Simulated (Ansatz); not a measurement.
# 1T-SnCl2 monolayer in a perpendicular field

Aim: how the 1T-SnCl2 monolayer screens a field along its normal, and what the field does to its bands. A positive field points along +c.

Program: Ansatz 0.2.0. Level of theory: plane-wave DFT, PBE-D3(BJ), Ansatz PAW (set soft_1); PAW set soft_1. Results are calculated unless marked as measured.

### 1. Starting point

The cell holds 3 atoms: 2 Cl and 1 Sn. Its edges and angles: a = 3.284 Å, b = 3.284 Å, c = 36.612 Å, α = 90.0°, β = 90.0°, γ = 120.0°. Vacuum lies along c.

### 2. Relaxing the slab

The starting cell is a guess, so the in-plane lattice and the atoms are relaxed first, with the slab cut off from its images along the normal.

input.yaml

```yaml
crystal:
  lattice:
    - [3.284153, 0.0, 0.0]
    - [-1.6420765, 2.8441599279, 0.0]
    - [0.0, 0.0, 36.6119316774]
  atoms:
    - { symbol: Cl, position: [0.6666666667, 0.3333333333, 0.4615981519] }
    - { symbol: Sn, position: [0.0, 0.0, 0.5] }
    - { symbol: Cl, position: [0.3333333333, 0.6666666667, 0.5384018481] }
  periodic: [true, true, false]
kpoints:
  mp_grid: { grid: [12, 12, 1] }
hamiltonian:
  xc: pbe
  dispersion: d3bj
  pseudopotentials: { kind: paw, azcp: { folder: soft_1 } }
scf:
  occupations: { method: fermi_dirac, width: 0.05 }
  convergence: { dr2_threshold: 1.0e-09 }
relax:
  f_tol: 0.004
  max_steps: 90
  cell: {}
output:
  write_potential: true
  write_density: true
  volumetric_format: npy
```

Started as:

```sh
$ ansatz run input.yaml --threads 2 --pin off --max-ram 3072MiB --backend cpu --events-out ev --progress --plain --runs-dir out
```

Numbers of over 12 decimals in the logs are rounded to 6 here.

What it wrote:

```text
Warning: relax.cell: scf.convergence.dr2_threshold = 1e-9 eV is looser than the 1.82764577433e-10 eV advised for a relaxation that steers and ends on the stress (1e-10 eV for each atom of the cell: 3, times the square of relax.cell.stress_2d_tol = 0.05 N/m over 12.8 Å (the atoms' height at the walk's start and 5 Å past either face), 3.903e-2 GPa, over a crystal's default 0.05). What an SCF threshold leaves in a stress goes as its square root, and in the free energy as the threshold itself, and one threshold admits the most on a small cell: [figures from the program's tests cut] Set scf.convergence.dr2_threshold to 1.82764577433e-10 eV or tighter. [rest of the remark cut]
Engine: ansatz 0.2.0, aarch64-unknown-linux-gnu
Pseudopotentials: kind: paw
Pseudopotential: Cl, paw, valence charge 7, recommended cutoff 420 eV (normal), soft_1/Cl.paw.azcp
Pseudopotential: Sn, paw, valence charge 14, recommended cutoff 420 eV (normal), soft_1/Sn.paw.azcp
Functional definition: PBE
  parameter kappa = 0.804
  parameter beta = 0.066725
  exchange = pbe_x(kappa = kappa, mu = beta*pi^2/3)
  correlation = pbe_c(beta = beta)
Crystal: 3 atoms, lattice volume = 341.979 Å³
Basis set: ecut = 420 eV, 6795 PW (Γ), exchange–correlation on 48×48×500 points (8 copies of the dense FFT grid, shifted against one another)
Bands: 18, of which v1, the nominal top of the filled ones, is band 14 counted from 1 (13 counted from 0)
Symmetry: 12 space group operations
Space group: P-3m1 (ITA 164), of the structure as read, at distance tolerance 7.0e-5 Å
k-points: 19 of 144
Non-local potential: Cl, projectors of the file, l = 0: 2, l = 1: 2, l = 2: 1
Non-local potential: Sn, projectors of the file, l = 0: 2, l = 1: 2, l = 2: 2, l = 3: 1
PAW form: soft (Blöchl's): semilocal exchange-correlation on the pseudo side does not see the compensation charge
PAW one-centre angular grid: Cl, 110 points (default); XC on 64 Gauss nodes
PAW one-centre angular grid: Sn, 590 points (default); XC on 64 Gauss nodes
Initial density: superposition of atomic densities (neutral atoms: chi_scale 0, normalization atom)
Initial wavefunctions: pseudopotential atomic-orbital guess
Functional: x = pbe(κ = 0.804, μ = 0.219515), c = pbe(β = 0.066725)
iter 1 solved again at ethr=2.90e-3 eV; its pass at ethr=3.10e-3 eV (dr2=8.13e-1 eV) is discarded
SCF iter   1: F=—  HF=-8181.080995 eV  |F-HF|=—  |Δ(HF+E_count)|=         —  Δρ=1.37e-2  dr2=8.16e-1  ethr=2.90e-3  ⟨swp⟩=1.1  Hψ=4712  notcnv=0
preconditioner: auto → Resta (q_TF=auto, 1.798 Å⁻¹)  ε∞=1.4  [insulator: Δε(μ)=0.878 eV  Ē_g=17.627 eV  σ=0.050 eV  W_gap=1.00  n_scr=20 (ndim 8)  ℏωp=10.6 eV  f_vac=0.815  D(μ)=0.00/eV (n_scr^D=0)  ε∞_Penn≈1.4  vacuum switching on, ρ_ref=2.3e-2 e/Å³]
SCF iter   2: F=—  HF=-8180.823912 eV  |F-HF|=—  |Δ(HF+E_count)|=   2.57e-1  Δρ=4.30e-3  dr2=5.05e-2  ethr=2.90e-3  ⟨swp⟩=4.0  Hψ=734  notcnv=0
SCF iter   3: F=—  HF=-8180.830276 eV  |F-HF|=—  |Δ(HF+E_count)|=   6.36e-3  Δρ=1.82e-3  dr2=6.51e-3  ethr=1.80e-4  ⟨swp⟩=3.8  Hψ=992  notcnv=0
SCF iter   4: F=—  HF=-8180.833081 eV  |F-HF|=—  |Δ(HF+E_count)|=   2.81e-3  Δρ=3.22e-4  dr2=7.30e-4  ethr=2.33e-5  ⟨swp⟩=3.3  Hψ=782  notcnv=0
SCF iter   5: F=—  HF=-8180.832936 eV  |F-HF|=—  |Δ(HF+E_count)|=   1.45e-4  Δρ=1.11e-4  dr2=8.90e-5  ethr=2.61e-6  ⟨swp⟩=4.0  Hψ=848  notcnv=0
SCF iter   6: F=—  HF=-8180.832889 eV  |F-HF|=—  |Δ(HF+E_count)|=   4.70e-5  Δρ=3.84e-5  dr2=2.97e-6  ethr=3.18e-7  ⟨swp⟩=3.5  Hψ=729  notcnv=0
SCF iter   7: F=—  HF=-8180.832821 eV  |F-HF|=—  |Δ(HF+E_count)|=   6.79e-5  Δρ=9.74e-6  dr2=1.97e-7  ethr=1.06e-8  ⟨swp⟩=3.4  Hψ=869  notcnv=0
SCF iter   8: F=—  HF=-8180.832821 eV  |F-HF|=—  |Δ(HF+E_count)|=   1.47e-7  Δρ=2.56e-6  dr2=1.70e-8  ethr=7.03e-10  ⟨swp⟩=3.5  Hψ=820  notcnv=0
SCF iter   9: F=-8180.832821 eV  HF=-8180.832821 eV  |F-HF|=1.56e-10  |Δ(HF+E_count)|=   2.77e-9  Δρ=3.51e-7  dr2=3.02e-10  ethr=3.57e-12  ⟨swp⟩=12.5  Hψ=3502  notcnv=0
SCF 1 converged in 9 iterations: F = -8180.832821 eV  dr2 = 3.02e-10
  greatest PAW one-centre occupation: 0.995 electrons in one spin orbital (limit 2), on the Sn atom at site 1 (counted from 0), in its partial waves of l = 2
relax step   1: F+E_penalty+E_count = -8180.83282106 eV  Δ(F+E_penalty+E_count) = +0.000e0 eV  max|allowed force component| = 7.448e0 eV/Å  Δτ_max = 0.0000 Å  P = +41.958 N/m  Ω = 341.979 Å³  fix = [c, alpha, beta]  reactions: c +0.000 N/m  (9 SCF iters, accepted)
Crystal: 3 atoms, lattice volume = 352.767 Å³
Basis set: ecut = 420 eV, 6999 PW (Γ), exchange–correlation on 48×48×500 points (8 copies of the dense FFT grid, shifted against one another)
Initial density: handed on by an earlier stage of this run
Initial wavefunctions: those handed on with the density
iter 1 solved again at ethr=6.84e-4 eV; its pass at ethr=3.10e-3 eV (dr2=1.92e-1 eV) is discarded
SCF iter   1: F=—  HF=-8183.795724 eV  |F-HF|=—  |Δ(HF+E_count)|=         —  Δρ=4.41e-3  dr2=1.92e-1  ethr=6.84e-4  ⟨swp⟩=2.2  Hψ=3156  notcnv=0
preconditioner: auto → Resta (q_TF=auto, 1.789 Å⁻¹)  ε∞=1.4  [insulator: Δε(μ)=1.551 eV  Ē_g=16.778 eV  σ=0.050 eV  W_gap=1.00  n_scr=20 (ndim 8)  ℏωp=10.5 eV  f_vac=0.807  D(μ)=0.00/eV (n_scr^D=0)  ε∞_Penn≈1.4  vacuum switching on, ρ_ref=2.0e-2 e/Å³]
SCF iter   2: F=—  HF=-8183.764978 eV  |F-HF|=—  |Δ(HF+E_count)|=   3.07e-2  Δρ=2.08e-3  dr2=4.04e-2  ethr=6.84e-4  ⟨swp⟩=5.0  Hψ=950  notcnv=0
SCF iter   3: F=—  HF=-8183.756039 eV  |F-HF|=—  |Δ(HF+E_count)|=   8.94e-3  Δρ=1.07e-3  dr2=2.17e-3  ethr=1.44e-4  ⟨swp⟩=4.1  Hψ=747  notcnv=0
SCF iter   4: F=—  HF=-8183.757451 eV  |F-HF|=—  |Δ(HF+E_count)|=   1.41e-3  Δρ=1.85e-4  dr2=1.88e-4  ethr=7.74e-6  ⟨swp⟩=3.6  Hψ=778  notcnv=0
SCF iter   5: F=—  HF=-8183.757393 eV  |F-HF|=—  |Δ(HF+E_count)|=   5.80e-5  Δρ=5.63e-5  dr2=1.32e-5  ethr=6.70e-7  ⟨swp⟩=2.9  Hψ=684  notcnv=0
SCF iter   6: F=—  HF=-8183.757406 eV  |F-HF|=—  |Δ(HF+E_count)|=   1.35e-5  Δρ=2.12e-5  dr2=2.25e-6  ethr=4.73e-8  ⟨swp⟩=4.0  Hψ=876  notcnv=0
SCF iter   7: F=—  HF=-8183.757335 eV  |F-HF|=—  |Δ(HF+E_count)|=   7.13e-5  Δρ=6.93e-6  dr2=2.61e-7  ethr=8.03e-9  ⟨swp⟩=3.4  Hψ=739  notcnv=0
SCF iter   8: F=—  HF=-8183.757335 eV  |F-HF|=—  |Δ(HF+E_count)|=   6.52e-8  Δρ=1.46e-6  dr2=8.67e-9  ethr=9.31e-10  ⟨swp⟩=3.5  Hψ=699  notcnv=0
SCF iter   9: F=-8183.757335 eV  HF=-8183.757335 eV  |F-HF|=6.73e-11  |Δ(HF+E_count)|=   2.29e-9  Δρ=1.61e-7  dr2=9.43e-11  ethr=3.57e-12  ⟨swp⟩=14.4  Hψ=3229  notcnv=0
SCF 2 converged in 9 iterations: F = -8183.757335 eV  dr2 = 9.43e-11
  greatest PAW one-centre occupation: 0.994 electrons in one spin orbital (limit 2), on the Sn atom at site 1 (counted from 0), in its partial waves of l = 2
[...]
relax step   6: F+E_penalty+E_count = -8186.47035674 eV  Δ(F+E_penalty+E_count) = -1.981e-1 eV  max|allowed force component| = 9.742e-2 eV/Å  Δτ_max = 0.1012 Å  P = +2.542 N/m  Ω = 471.497 Å³  energy of the carried Pulay correction = -1.864e-3 eV  fix = [c, alpha, beta]  reactions: c +0.000 N/m  (8 SCF iters, accepted)
relax step   7: F+E_penalty+E_count = -8186.57983946 eV  Δ(F+E_penalty+E_count) = -1.095e-1 eV  max|allowed force component| = 4.782e-2 eV/Å  Δτ_max = 0.0702 Å  P = +0.713 N/m  Ω = 512.507 Å³  energy of the carried Pulay correction = -2.339e-3 eV  fix = [c, alpha, beta]  reactions: c +0.000 N/m  (8 SCF iters, accepted)
relax step   8: F+E_penalty+E_count = -8186.59648228 eV  Δ(F+E_penalty+E_count) = -1.664e-2 eV  max|allowed force component| = 5.569e-2 eV/Å  Δτ_max = 0.0590 Å  P = -0.228 N/m  Ω = 538.217 Å³  energy of the carried Pulay correction = -2.615e-3 eV  fix = [c, alpha, beta]  reactions: c -0.000 N/m  (8 SCF iters, accepted)
relax step   9: F+E_penalty+E_count = -8186.59735987 eV  Δ(F+E_penalty+E_count) = -8.776e-4 eV  max|allowed force component| = 5.016e-3 eV/Å  Δτ_max = 0.0103 Å  P = +0.006 N/m  Ω = 536.457 Å³  energy of the carried Pulay correction = -2.596e-3 eV  fix = [c, alpha, beta]  reactions: c +0.000 N/m  (7 SCF iters, accepted)
relax step  10: F+E_penalty+E_count = -8186.59736962 eV  Δ(F+E_penalty+E_count) = -9.745e-6 eV  max|allowed force component| = 4.727e-5 eV/Å  Δτ_max = 0.0017 Å  P = -0.000 N/m  Ω = 536.238 Å³  energy of the carried Pulay correction = -2.594e-3 eV  fix = [c, alpha, beta]  reactions: c -0.000 N/m  (5 SCF iters, accepted)
relax step  11: F+E_penalty+E_count = -8186.63788900 eV  Δ(F+E_penalty+E_count) = -4.052e-2 eV  max|allowed force component| = 5.237e-4 eV/Å  Δτ_max = 0.0000 Å  P = +0.644 N/m  Ω = 536.238 Å³  fix = [c, alpha, beta]  reactions: c +0.000 N/m  stress off target by 6.44e-1 N/m on what of the cell is left free  SCF on the basis re-selected at this cell (its energy is not comparable with the rows above)  (6 SCF iters)
relax step  12: F+E_penalty+E_count = -8186.65160801 eV  Δ(F+E_penalty+E_count) = -1.372e-2 eV  max|allowed force component| = 3.072e-3 eV/Å  Δτ_max = 0.0427 Å  P = +0.247 N/m  Ω = 554.348 Å³  energy of the carried Pulay correction = -1.087e-4 eV  fix = [c, alpha, beta]  reactions: c +0.000 N/m  (7 SCF iters, accepted)
relax step  13: F+E_penalty+E_count = -8186.65430374 eV  Δ(F+E_penalty+E_count) = -2.696e-3 eV  max|allowed force component| = 1.350e-3 eV/Å  Δτ_max = 0.0300 Å  P = +0.005 N/m  Ω = 566.734 Å³  energy of the carried Pulay correction = -1.836e-4 eV  fix = [c, alpha, beta]  reactions: c +0.000 N/m  (7 SCF iters, accepted)
iter 1 solved again at ethr=2.37e-6 eV; its pass at ethr=3.10e-3 eV (dr2=6.63e-4 eV) is discarded
SCF iter   1: F=—  HF=-8186.654342 eV  |F-HF|=—  |Δ(HF+E_count)|=         —  Δρ=2.32e-5  dr2=2.41e-7  ethr=2.37e-6  ⟨swp⟩=4.8  Hψ=4215  notcnv=0
eigensolver tolerance schedule: the retry pair's looser diagonalisation over-reported the residual by 2747.16 of it (diagonalisation noise at an unbounded share of the residual, at the tolerance the schedule requests for it); recorded, not acted on — ethr = c·dr2/N_el stays at c = 1.0e-1
preconditioner: auto → Resta (q_TF=auto, 1.653 Å⁻¹)  ε∞=1.4  [insulator: Δε(μ)=2.418 eV  Ē_g=10.048 eV  σ=0.050 eV  W_gap=1.00  n_scr=18 (ndim 8)  ℏωp=6.6 eV  f_vac=0.819  D(μ)=0.00/eV (n_scr^D=0)  ε∞_Penn≈1.4  vacuum switching on, ρ_ref=7.3e-3 e/Å³]
SCF iter   2: F=—  HF=-8186.654384 eV  |F-HF|=—  |Δ(HF+E_count)|=   4.25e-5  Δρ=1.14e-5  dr2=1.25e-7  ethr=8.62e-10  ⟨swp⟩=4.8  Hψ=1110  notcnv=0
SCF iter   3: F=—  HF=-8186.654464 eV  |F-HF|=—  |Δ(HF+E_count)|=   8.01e-5  Δρ=5.46e-6  dr2=1.84e-8  ethr=4.45e-10  ⟨swp⟩=2.8  Hψ=589  notcnv=0
SCF iter   4: F=—  HF=-8186.654498 eV  |F-HF|=—  |Δ(HF+E_count)|=   3.42e-5  Δρ=1.47e-6  dr2=1.69e-9  ethr=6.56e-11  ⟨swp⟩=3.3  Hψ=616  notcnv=0
SCF iter   5: F=-8186.654504 eV  HF=-8186.654504 eV  |F-HF|=8.07e-8  |Δ(HF+E_count)|=   5.94e-6  Δρ=1.32e-7  dr2=4.51e-11  ethr=3.57e-12  ⟨swp⟩=19.5  Hψ=3201  notcnv=0
SCF 14 converged in 5 iterations: F = -8186.654504 eV  dr2 = 4.51e-11
relax step  14: F+E_penalty+E_count = -8186.65450442 eV  Δ(F+E_penalty+E_count) = -2.007e-4 eV  max|allowed force component| = 1.373e-3 eV/Å  Δτ_max = 0.0000 Å  P = +0.005 N/m  Ω = 566.734 Å³  fix = [c, alpha, beta]  reactions: c +0.000 N/m  stress off target by 5.48e-3 N/m on what of the cell is left free  SCF on the basis re-selected at this cell (its energy is not comparable with the rows above)  (5 SCF iters)
basis re-selected at this cell: Δ(F+E_penalty+E_count) = -2.007e-4 eV, ΔP = +0.000 N/m vs the last step (what re-selecting the basis moved, of the pressure what is left beyond the Pulay correction that the steps carried, after the strain that the cell walked since its last selection, with what the two solves' SCF thresholds leave and, on support functions, any second-order correction that the steps lacked; it is no m [...]
WARN: The output density's exchange-correlation potential varies sharply where the density is thin. Do not read a vacuum level from v_tot or v_xc, or from such a field of the output density. On a cell that repeats whose density bears no net charge and no dipole along the vacuum's axis use v_es (v_loc + v_h of the components); under efield.dipole_correction with no amplitude use v_es + v_field, which holds any externa [...]
SCF converged after 5 iterations
Free energy (F): -8186.654504 eV
Harris-Foulkes:  -8186.654504 eV  (|F-HF|=8.07e-8)
Internal energy: -8186.654504 eV  (E = F + TS)
E sigma→0 (E₀):  -8186.654504 eV
Fermi energy:    -5.489702 eV
--- Per-component energies (eV) ---
  E_band       = -487.462026
  E_kinetic    = 469.234062
  E_local      = -37388.878086  (includes V_loc(G=0)·N_el)
  E_nonlocal   = 207.796132
  E_hartree    = 18430.586844
  E_xc         = -340.128146
  E_vxc        = -311.793502  (∫ρ·V_xc dr)
  E_paw        = -5684.925642  (= ΣΔE_a)
  E_vpaw       = -324.995009  (= ΣTr[D̂ρ^β])
  E_aug_tail   = 0.000512  (compensation charges beyond the density's cutoff)
  E_ewald      = 16120.091648
  E_disp       = -0.431829  (pairwise vdW)
  E_smearing   = -0.000000  (= −TS)
  E_closure    = 0.000000  (closes the sum)
  Σ components = -8186.654504   (vs F -8186.654504, Δ=0.00e0)
--- Forces (eV/Å), atoms counted from 1 ---
  atom   1  Cl     0.00000000     0.00000000     0.00137282
  atom   2  Sn     0.00000000     0.00000000     0.00000000
  atom   3  Cl    -0.00000000    -0.00000000    -0.00137282
  max |Σ_I F_I| component: 0.00e0 eV/Å
--- 2D stress c σ (N/m, compression-positive) ---
        0.005478      -0.000000       0.000000
        0.000000       0.005478      -0.000000
        0.000000      -0.000000       0.000000
  P = ½ c Tr σ = 0.0055 N/m
--- Band table (eV; the first three rows and the last of 19) ---
  k-point 0: bands = [... 10 lower, -8.7145, -8.7145, -8.5510, -7.4774, -4.3356, -2.6148, -2.6148, -0.4931]
  k-point 1: bands = [... 10 lower, -8.7650, -8.6571, -8.5451, -7.3498, -4.1635, -2.7210, -2.5543, -0.3766]
  k-point 2: bands = [... 10 lower, -8.9343, -8.6154, -8.5395, -7.1326, -3.7895, -2.8372, -2.3996, -0.1472]
  k-point 18: bands = [... 10 lower, -9.6855, -8.6082, -8.6082, -6.7539, -2.3672, -2.3672, -2.0287, 1.2843]
--- Relaxed structure (12 steps of the walk, 12 accepted, 2 SCFs on fresh bases) ---
  F+E_penalty+E_count = -8186.65450442 eV   max|allowed force component| = 1.373e-3 eV/Å   (the final SCF, on the basis selected at the relaxed cell)
  cell:  # Å, volume = 566.7344 Å³
    - [4.227788, 0.0, 0]
    - [-2.113894, 3.661371, 0]
    - [0, 0, 36.6119316774]
  atoms:
    - { symbol: Cl, position: [0.666667, 0.333333, 0.458514] }
    - { symbol: Sn, position: [0, 0, 0.5] }
    - { symbol: Cl, position: [0.333333, 0.666667, 0.541486] }
```

It took 50 s on 2 threads of Arm Neoverse V2, shared host; peak memory 0.72 GiB; 98 s of CPU time.

Relaxation path:

| step | energy less that of the first step (eV) | largest force component (eV/Å) | volume (Å³) |
| --- | --- | --- | --- |
| 1 | 0.0000 | 7.4485 | 341.98 |
| 2 | -2.9245 | 4.4536 | 352.77 |
| 3 | -4.4195 | 1.8167 | 361.42 |
| 4 | -5.1160 | 0.5449 | 395.73 |
| 5 | -5.4394 | 0.0687 | 432.20 |
| 6 | -5.6375 | 0.0974 | 471.50 |
| 7 | -5.7470 | 0.0478 | 512.51 |
| 8 | -5.7637 | 0.0557 | 538.22 |
| 9 | -5.7645 | 0.0050 | 536.46 |
| 10 | -5.7645 | 0.0000 | 536.24 |
| 11* | -5.8051 | 0.0005 | 536.24 |
| 12 | -5.8188 | 0.0031 | 554.35 |
| 13 | -5.8215 | 0.0014 | 566.73 |
| 14* | -5.8217 | 0.0014 | 566.73 |

Relaxation steps marked * repeat the geometry before them on a plane-wave basis chosen anew for their cell, so energy and pressure can jump there.

The run keeps the 12 symmetry operations that it works with, so distortions that break them were not tested.

| cell as run | before | after | change |
| --- | --- | --- | --- |
| a (Å) | 3.284 | 4.228 | +28.7 % |
| b (Å) | 3.284 | 4.228 | +28.7 % |

The atoms that moved most (Å, along periodic axes as changes of fractional coordinates times the final cell, across vacuum about the mean position):

| atom | dx | dy | dz | length |
| --- | --- | --- | --- | --- |
| Cl3 | 0.000 | 0.000 | 0.113 | 0.113 |
| Cl1 | 0.000 | 0.000 | -0.113 | 0.113 |

The relaxed structure:

```xyz
3
Lattice="4.2278 0.0000 0.0000 -2.1139 3.6614 0.0000 0.0000 0.0000 36.6119" Properties=species:S:1:pos:R:3
Cl    2.1139    1.2205   16.7871
Sn    0.0000    0.0000   18.3060
Cl    0.0000    2.4409   19.8248
```

This step gave:

```yaml
gap_on_the_k_mesh: 2.418 eV
```

The lattice constant a goes from 3.284 to 4.228 Å.

(Part 1 of 2 ends here.)

[Logs are printed without paths, hosts, clocks, repeated set-up lines and the standing remarks that a program may print on its own settings, such as how far it seeks lower states.]

[Hosts, paths, dates, database ids (printed as entryN), source tags and the programs' standing remarks are cut or masked in the printed files.]

[Maps of the electrostatic potential energy from Ansatz leave out the sawtooth potential of an applied field or a dipole correction, so their vacuum need not be flat; planar profiles and work functions include it.]
